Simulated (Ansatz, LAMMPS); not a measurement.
# Relaxing ionic liquid EMIM+ methanesulfonate with Li salt, from a frame at 450 K (144 atoms), part 3 of 3

Wanted: the relaxed structure of ionic liquid EMIM+ methanesulfonate with Li salt, from a frame at 450 K (144 atoms) and its electronic structure.

Ansatz 0.2.0; Kohn-Sham DFT, LDA, PAW (set soft_2), plane waves.

The cell: 36 C, 10 N, 73 H, 6 S, 18 O and 1 Li. The network of contacts between molecules at the start is that of the classical potential that made the cell. The functional has no dispersion term. The density was typed from a rule of thumb and may lie off the real one at this temperature. Only the Γ point is sampled, in a cell whose shortest periodic width is 11 Å.

So far, density (g/cm³): step 5 (distances and neighbours after relaxation) 1.25.

## 6. Single point at the relaxed geometry

One more single point at the end of the walk gives the fuller output and checks the residual forces.

input.yaml

```yaml
crystal:
  lattice:
    - [11.44905, 0.0, 0.0]
    - [0.0, 11.44905, 0.0]
    - [0.0, 0.0, 11.44905]
  atoms:
    - { symbol: C, position: [0.8862, 0.16603, 0.44961] }
    - { symbol: C, position: [0.75598, 0.17768, 0.43941] }
    - { symbol: "N", position: [0.69886, 0.06677, 0.41513] }
    - { symbol: C, position: [0.73503, 0.98026, 0.34093] }
    - { symbol: C, position: [0.65229, 0.89495, 0.34509] }
    - { symbol: "N", position: [0.56793, 0.93131, 0.42105] }
    - { symbol: C, position: [0.46178, 0.86733, 0.44361] }
    - { symbol: C, position: [0.5975, 0.03551, 0.46331] }
    - { symbol: H, position: [0.92338, 0.25232, 0.47038] }
    - { symbol: H, position: [0.91138, 0.10511, 0.51974] }
    - { symbol: H, position: [0.9266, 0.1366, 0.36729] }
    - { symbol: H, position: [0.73269, 0.24161, 0.37085] }
    - { symbol: H, position: [0.71661, 0.21067, 0.52101] }
    - { symbol: H, position: [0.81574, 0.98159, 0.29018] }
    - { symbol: H, position: [0.6472, 0.80892, 0.30446] }
    - { symbol: H, position: [0.40063, 0.88247, 0.37059] }
    - { symbol: H, position: [0.48343, 0.77355, 0.4474] }
    - { symbol: H, position: [0.42157, 0.89519, 0.52622] }
    - { symbol: H, position: [0.55167, 0.0893, 0.52852] }
    - { symbol: C, position: [0.54737, 0.43381, 0.11541] }
    - { symbol: C, position: [0.51395, 0.56045, 0.10698] }
    - { symbol: "N", position: [0.41182, 0.5801, 0.03461] }
    - { symbol: C, position: [0.33203, 0.66725, 0.05147] }
    - { symbol: C, position: [0.25368, 0.66059, 0.9625] }
    - { symbol: "N", position: [0.28794, 0.56954, 0.89345] }
    - { symbol: C, position: [0.23208, 0.53331, 0.78671] }
    - { symbol: C, position: [0.38397, 0.52071, 0.93809] }
    - { symbol: H, position: [0.57299, 0.39612, 0.03045] }
    - { symbol: H, position: [0.621, 0.42564, 0.17713] }
    - { symbol: H, position: [0.47434, 0.38082, 0.14941] }
    - { symbol: H, position: [0.58695, 0.61197, 0.07041] }
    - { symbol: H, position: [0.49635, 0.59703, 0.1944] }
    [... 106 atom lines left out ...]
    - { symbol: O, position: [0.67203, 0.55795, 0.54848] }
    - { symbol: O, position: [0.71704, 0.45402, 0.36733] }
    - { symbol: H, position: [0.53593, 0.35841, 0.51051] }
    - { symbol: H, position: [0.4758, 0.40461, 0.37064] }
    - { symbol: H, position: [0.44435, 0.4852, 0.50283] }
    - { symbol: Li, position: [0.14943, 0.95679, 0.92522] }
kpoints:
  mp_grid: { grid: [1, 1, 1] }
hamiltonian:
  xc: lda
scf:
  occupations: { method: fixed }
output:
  forces: true
  stress: true
  populations: true
  dos:
    method: { smearing: { sigma: 0.1 } }
    de: 0.1
    projected: { site_lists: { C: [C], H: [H], Li: [Li], "N": ["N"], O: [O] } }
  eigenvalues: true
  write_density: true
  write_potential: true
  volumetric_format: npy
```

The run is started by

```sh
$ ansatz run input.yaml --threads 4 --pin off --max-ram 8192MiB --backend cpu --events-out ev --progress --plain --runs-dir out
```

Numbers of over 12 decimals in the logs are rounded to 6 here.

What it wrote:

```text
[...]
Crystal: 144 atoms, lattice volume = 1500.750 Å³
Basis set: ecut = 420 eV, 29423 PW (Γ)
Bands: 351, of which v1, the nominal top of the filled ones, is band 207 counted from 1 (206 counted from 0)
Symmetry: 1 space group operations
[...]
k-points: 1
[...]
SCF iter   1: F=—  HF=-29044.085305 eV  |F-HF|=—  |Δ(HF+E_count)|=         —  Δρ=1.02e-2  dr2=1.22e0  ethr=1.77e-3  ⟨swp⟩=4.0  Hψ=1322  notcnv=0  defer=140
[...]
SCF iter  10: F=-29043.647779 eV  HF=-29043.647779 eV  |F-HF|=6.70e-8  |Δ(HF+E_count)|=   4.51e-7  Δρ=2.10e-6  dr2=8.35e-8  ethr=2.42e-11  ⟨swp⟩=19.0  Hψ=3450  notcnv=0
SCF 1 converged in 10 iterations: F = -29043.647779 eV  dr2 = 8.35e-8
[...]
SCF converged after 10 iterations
Free energy (F): -29043.647779 eV
[...]
Internal energy: -29043.647779 eV  (E = F + TS)
E sigma→0 (E₀):  -29043.647779 eV
Fermi energy:    -0.221665 eV
[...]
--- Forces (eV/Å), atoms counted from 1 ---
  atom   1  C     -0.00299697     0.00211949     0.00245408
  atom   2  C      0.00049052     0.00332924     0.00099691
  atom   3  N      0.01062949     0.00262877     0.00407741
  atom   4  C     -0.00431332     0.01139878    -0.01157950
  atom   5  C      0.00232615    -0.01443315     0.00629681
  atom   6  N     -0.00894905    -0.00984081    -0.00311533
  atom   7  C     -0.00217532    -0.00052471    -0.00080366
  atom   8  C     -0.00727652     0.01009426     0.00666193
  atom   9  H     -0.00084831    -0.00221638    -0.00125352
  atom  10  H      0.00075081     0.00013146     0.00035389
  atom  11  H      0.00027827    -0.00024312    -0.00054931
  atom  12  H      0.00184287    -0.00420713     0.00100443
  atom  13  H     -0.00061399    -0.00156506    -0.00081099
  atom  14  H      0.00381063     0.00144543    -0.00240386
[...]
atom 143  H     -0.00537570    -0.00511036     0.00349409
  atom 144  Li    -0.00306015     0.00172290    -0.00018748
  max |Σ_I F_I| component: 1.75e-4 eV/Å
--- Stress (GPa, compression-positive) ---
       -0.482446       0.080565      -0.093579
        0.080565      -0.990141       0.036809
       -0.093579       0.036809      -0.841279
  P = ⅓ Tr σ = -0.7713 GPa (-7.713 kbar)
--- Band table (eV) ---
[...]
--- Löwdin populations: 144 sites ---
  site symbol       q [e]
     0      C      4.4836
     1      C      4.1866
     2      N      4.9400
[...]
143     Li      2.2706
  spilling = 0.016027 (of n_electrons = 414.000000)
```

Run time: 12 s. Hardware: 4 threads of Intel Xeon Platinum 8488C (Sapphire Rapids), shared host; peak memory 1.8 GiB.

Read from the output:

```yaml
free_energy: -29043.6478 eV
free_energy_per_atom: -201.6920 eV/atom
scf_cycles: 10
pressure: -0.7713 GPa
r_m_s_force_component: 0.00776 eV/Å
longest_force: 0.0519 eV/Å
fermi_energy: -0.2217 eV
spacing_of_highest_filled_and_lowest_empty_level: 3.938 eV
spilling_of_the_projection: 0.01603
```

Löwdin charges by element (they lack the spilled electrons, 0.046 e an atom on average):

| element | coordination | atoms | mean charge (e) | spread | least | most |
| --- | --- | --- | --- | --- | --- | --- |
| C | all | 36 | -0.284 | 0.248 | -0.702 | 0.0448 |
| H | all | 73 | 0.219 | 0.0171 | 0.184 | 0.258 |
| Li | all | 1 | 0.729 | 0 | 0.729 | 0.729 |
| N | all | 10 | 0.0693 | 0.01 | 0.0585 | 0.0909 |
| O | all | 18 | -0.806 | 0.0089 | -0.829 | -0.789 |
| S | all | 6 | 2.33 | 0.0053 | 2.32 | 2.33 |

States in the cell by windows of 1 eV, zero at the Fermi level; the larger projections on atomic orbitals stand beside the total:

| from (eV) | to (eV) | total | C p | O p | H s | N p | C s |
| --- | --- | --- | --- | --- | --- | --- | --- |
| -18 | -17 | 1.5 | 0.1 | 0.1 | 0.0 | 0.0 | 0.1 |
| -17 | -15 | 0.0 | 0.0 | 0.0 | 0.0 | 0.0 | 0.0 |
| -15 | -14 | 10.0 | 1.1 | 0.0 | 1.3 | 2.6 | 4.6 |
| -14 | -13 | 10.0 | 0.3 | 0.0 | 1.3 | 3.2 | 5.1 |
| -13 | -12 | 22.0 | 1.2 | 0.2 | 5.0 | 2.0 | 9.4 |
| -12 | -11 | 0.4 | 0.1 | 0.0 | 0.1 | 0.1 | 0.1 |
| -11 | -10 | 15.0 | 3.8 | 0.0 | 2.5 | 4.4 | 3.8 |
| -10 | -9 | 9.8 | 3.4 | 0.1 | 1.9 | 1.8 | 2.2 |
| -9 | -8 | 14.0 | 3.6 | 2.0 | 2.5 | 0.8 | 1.8 |
| -8 | -7 | 17.1 | 6.1 | 1.2 | 3.1 | 2.7 | 1.6 |
| -7 | -6 | 23.4 | 9.0 | 3.0 | 3.5 | 4.8 | 0.6 |
| -6 | -5 | 59.2 | 21.6 | 11.4 | 9.7 | 5.7 | 1.4 |
| -5 | -4 | 35.5 | 18.1 | 4.6 | 8.2 | 2.1 | 0.3 |
| -4 | -3 | 38.2 | 21.2 | 3.9 | 10.3 | 1.3 | 0.2 |
| -3 | -2 | 33.0 | 6.6 | 19.7 | 3.9 | 1.2 | 0.2 |
| -2 | -1 | 37.4 | 7.6 | 21.4 | 2.5 | 4.2 | 0.3 |
| -1 | 0 | 29.2 | 8.9 | 18.4 | 0.6 | 0.7 | 0.1 |
| 0 | 1 | 1.9 | 0.0 | 1.8 | 0.0 | 0.0 | 0.0 |
| 1 | 3 | 0.0 | 0.0 | 0.0 | 0.0 | 0.0 | 0.0 |
| 3 | 4 | 1.7 | 0.8 | 0.0 | 0.1 | 0.5 | 0.0 |
| 4 | 5 | 18.2 | 9.9 | 0.1 | 1.7 | 3.6 | 0.5 |

With fixed occupations the program's Fermi level is the highest filled level; weight inside the gap is the broadening of levels at its edges.

Between -26 and -18 eV lie 55 more states.

Not all projections were asked for or kept, so they needn't add up to the total.

The levels nearest the highest filled one (over half full), pooled over k-points and spins:

| level less the highest filled one (eV) | occupation |
| --- | --- |
| -0.274 | 2 |
| -0.233 | 2 |
| -0.210 | 2 |
| -0.145 | 2 |
| -0.128 | 2 |
| 0 | 2 |
| 3.94 | 0 |
| 4.01 | 0 |
| 4.13 | 0 |
| 4.23 | 0 |
| 4.31 | 0 |
| 4.58 | 0 |

Valence density in the ab plane at fractional z = 0.431, with atoms of C and N and H and S within 0.2 Å of it. It is the smooth field of the valence electrons, not physical close to the nuclei.

Ten even steps from '_' (0.0 e/Å³) to '@' (3.6 e/Å³), each cell a mean:
```
________________________________..++%%**::______________________
__________________________....::==%%@@##::______________________
________________________..--======++++--..______________________
________________________..::==++--....__________________________
__________________________..::==::______________________________
____________________________..::..____________________..::--::__
__________________________________________________..::======--..
__________________________________________________::========--..
::::::::..__________________________..::..__________......::====
====++++::________________________..::--::..______________..==++
::--==--..________________________..::::::::..______________..::
__..::::..____......____________....--::..::::..________________
____......__..::==--________..::--------::----::..______________
____________..::::..________..==++--::......::....______________
__________........__________..::--::..__________________________
__________::--::..______________________________________________
________..--====::..____________________________________________
________..::::::::::..________________________....______......__
____________________________________________..----::..::::::..__
____________________________________________::==++==========::__
__________________________________________..--====--::--==--::__
____________________________________....::++####--..__......____
__________________________________..::==++%%@@##::______________
__________________________________::====----==--..______________
```
Columns run along a (11.4 Å), rows up along b (11.4 Å). Atoms in or near the plane, at fractional coordinates: C at (0.76, 0.18), N at (0.70, 0.07), N at (0.57, 0.93), C at (0.46, 0.87), H at (0.48, 0.77), C at (0.90, 0.71), C at (0.08, 0.58), H at (0.27, 0.48), H at (0.81, 0.69), S at (0.63, 0.52).

Electrostatic potential energy in the ab plane at fractional z = 0.431, with atoms of C and N and H and S within 0.2 Å of it. With pseudopotentials it is smooth inside the atoms' cores, unlike the true potential.

Values in eV, 13 rows by 16 columns, each cell a mean:
```
  5   5   5   6   6   5   3  -3 -24 -42  -6   1   3   5   5   5
  5   6   6   6   6   5 -10 -47 -24 -18   0   4   5   5   5   5
  5   6   6   6   6   6   1 -21  -6   4   5   5   5   4  -1   3
  4   5   5   6   6   6   5  -1   2   6   6   5  -5 -19 -46 -15
-10 -16   0   5   6   6   6   6   6   2   2   4  -3  -8 -17 -21
-22 -44  -7   3   4   5   5   5   2 -22 -30  -7   5   5   2 -13
  1  -3  -1  -3 -22   2   4  -3 -15 -27 -34 -11   5   6   5   4
  5   3   1  -6  -3   4   4 -14 -36  -4   0   3   6   6   6   5
  5   4  -6 -26  -2   4   5   4   2   5   6   6   6   6   5   5
  5   5  -4 -20 -11   0   5   5   5   5   5   0  -3   2  -1   2
  5   5   5   5   4   4   5   5   5   5   3 -26 -44 -21 -39  -3
  5   5   5   6   6   5   5   5   3  -5 -14 -34 -14  -5 -14   2
  5   5   5   6   6   6   5   4  -3 -37 -28 -31  -2   4   5   5
```
Columns run along a (11.4 Å; values clipped at the 3rd and 97th percentile), rows up along b (11.4 Å). Atoms in or near the plane, at fractional coordinates: C at (0.76, 0.18), N at (0.70, 0.07), N at (0.57, 0.93), C at (0.46, 0.87), H at (0.48, 0.77), C at (0.90, 0.71), C at (0.08, 0.58), H at (0.27, 0.48), H at (0.81, 0.69), S at (0.63, 0.52).

Mean Löwdin charges: C -0.28, H +0.22, Li +0.73, N +0.07, O -0.81, S +2.33 e (they miss 1.6 % of the electrons, so they add up to more than the cell's charge). The largest share in the top eV of filled states is O p (66 % of the projected weight), and in the lowest eV of empty states C p (62 % of the projected weight).

Local excerpt of 15 atoms (numbers count through the whole input) about H110, picked at random; x, y, z are measured from there.

| atom | x | y | z | distance (Å) | Löwdin charge (e) |
| --- | --- | --- | --- | --- | --- |
| H110 | 0.00 | 0.00 | 0.00 | 0.00 | 0.22 |
| C104 | -0.17 | -0.50 | 0.97 | 1.10 | -0.70 |
| H109 | -0.77 | 0.15 | 1.62 | 1.81 | 0.22 |
| H111 | 0.79 | -0.74 | 1.45 | 1.81 | 0.22 |
| S105 | -1.05 | -2.01 | 0.72 | 2.38 | 2.33 |
| H133 | -1.43 | -0.68 | -1.95 | 2.52 | 0.22 |
| O131 | 0.36 | 1.57 | -1.97 | 2.54 | -0.80 |
| H134 | 0.26 | -1.21 | -2.26 | 2.57 | 0.21 |
| O108 | -2.28 | -1.62 | 0.01 | 2.79 | -0.82 |
| H103 | -2.74 | 0.55 | -0.27 | 2.80 | 0.22 |
| C128 | -0.62 | -0.71 | -2.70 | 2.86 | -0.68 |
| O106 | -0.18 | -2.85 | -0.09 | 2.86 | -0.80 |
| H28 | 1.11 | 2.70 | 0.19 | 2.92 | 0.20 |
| H49 | 2.68 | -0.86 | -0.80 | 2.93 | 0.19 |
| H30 | -0.02 | 2.52 | 1.55 | 2.96 | 0.18 |

## 7. With basis.ecutwfc = "36.7 Ry" and basis.xc_grid = 3

Changed here: basis.ecutwfc = "36.7 Ry" and basis.xc_grid = 3.

Changes to input.yaml since step 6:

```diff
@@ -6,3 +6,3 @@
   atoms:
-    [... the 144 atom lines of step 6 ...]
+    [... the 144 atom lines of step 3 ...]
 kpoints:
@@ -22,4 +22,4 @@
   eigenvalues: true
-  write_density: true
-  write_potential: true
-  volumetric_format: npy
+basis:
+  ecutwfc: "36.7 Ry"
+  xc_grid: 3
```

What it wrote:

```text
[...]
Crystal: 144 atoms, lattice volume = 1500.750 Å³
Basis set: ecut = 499.328938 eV, 38089 PW (Γ), exchange–correlation on 270×270×270 points (27 copies of the dense FFT grid, shifted against one another)
Bands: 351, of which v1, the nominal top of the filled ones, is band 207 counted from 1 (206 counted from 0)
Symmetry: 1 space group operations
[...]
k-points: 1
[...]
SCF iter   1: F=—  HF=-29034.771629 eV  |F-HF|=—  |Δ(HF+E_count)|=         —  Δρ=1.09e-2  dr2=1.36e0  ethr=1.77e-3  ⟨swp⟩=4.0  Hψ=1321  notcnv=0  defer=141
[...]
SCF iter  10: F=—  HF=-29034.274902 eV  |F-HF|=—  |Δ(HF+E_count)|=   2.09e-7  Δρ=2.67e-6  dr2=1.11e-7  ethr=1.82e-10  ⟨swp⟩=2.0  Hψ=415  notcnv=0  defer=140
SCF iter  11: F=-29034.274902 eV  HF=-29034.274902 eV  |F-HF|=7.37e-9  |Δ(HF+E_count)|=   3.06e-8  Δρ=9.73e-7  dr2=1.52e-8  ethr=2.42e-11  ⟨swp⟩=20.0  Hψ=2458  notcnv=0
SCF 1 converged in 11 iterations: F = -29034.274902 eV  dr2 = 1.52e-8
[...]
SCF converged after 11 iterations
Free energy (F): -29034.274902 eV
[...]
Internal energy: -29034.274902 eV  (E = F + TS)
E sigma→0 (E₀):  -29034.274902 eV
Fermi energy:    0.237740 eV
[...]
Σ components = -29034.274902   (vs F -29034.274902, Δ=0.00e0)
--- Forces (eV/Å), atoms counted from 1 ---
  atom   1  C      0.40747756    -0.27938708    -1.99087338
  atom   2  C      2.53666561     1.96268190     2.19424592
  atom   3  N      0.48313189    -2.06425839     0.98438066
  atom   4  C     -2.41656773     0.28077909     1.47715764
[...]
atom 144  Li    -0.35987587    -0.03340844     0.07510231
  max |Σ_I F_I| component: 5.05e-5 eV/Å
--- Stress (GPa, compression-positive) ---
        1.031277       0.277666       0.640025
        0.277666       1.749242       0.757500
        0.640025       0.757500       0.957164
  P = ⅓ Tr σ = 1.2459 GPa (12.459 kbar)
--- Band table (eV) ---
[...]
--- Löwdin populations: 144 sites ---
  site symbol       q [e]
     0      C      4.5071
     1      C      4.2133
     2      N      4.9306
[...]
143     Li      2.2683
  spilling = 0.016625 (of n_electrons = 414.000000)
```

It took 16 s on 4 threads; peak memory 2.4 GiB; 60 s of CPU time.

Geometry and reference: those of the single point at the start.

Forces differ from those of the single point at the start by 4.4 meV/Å r.m.s., 0.40 % of their size; the energy by -3.4 meV/atom. It took 1.4 times the reference's time (shared host, so rough).

## 8. Outcome

```yaml
energy_change_in_the_relaxation: -68.48 meV/atom
r_m_s_displacement: 1.225 Å
largest_displacement: 2.922 Å
free_energy_per_atom: -201.6920 eV/atom
pressure: -0.7713 GPa
r_m_s_force_component: 0.00776 eV/Å
spacing_of_highest_filled_and_lowest_empty_level: 3.938 eV
wall_time_of_the_4_dft_runs: 4.7 min
```

In words: Relaxation lowers the energy by 68.5 meV/atom and moves atoms by 1.2 Å r.m.s.; the r.m.s. force component goes from 1.1 to 0.0078 eV/Å, the pressure goes from 1.3 to -0.77 GPa, and the gap from 2.82 to 3.94 eV. First to last step the energy falls by 9.862 eV; the largest move, 2.92 Å, is that of H87, with 1 other atom within 2 % of it. The highest filled and lowest empty levels differ by 3.94 eV (at Γ alone); a local or semilocal functional tends to put such gaps too low. In a disordered cell it changes from sample to sample and from frame to frame.

Caveats: The network of contacts between molecules at the start is that of the classical potential that made the cell; in DFT atoms moved by 1.2 Å r.m.s.

[Logs are printed without paths, hosts, clocks, repeated set-up lines and the standing remarks that a program may print on its own settings, such as how far it seeks lower states.]

[Hosts, paths, dates, database ids (printed as entryN), source tags and the programs' standing remarks are cut or masked in the printed files.]
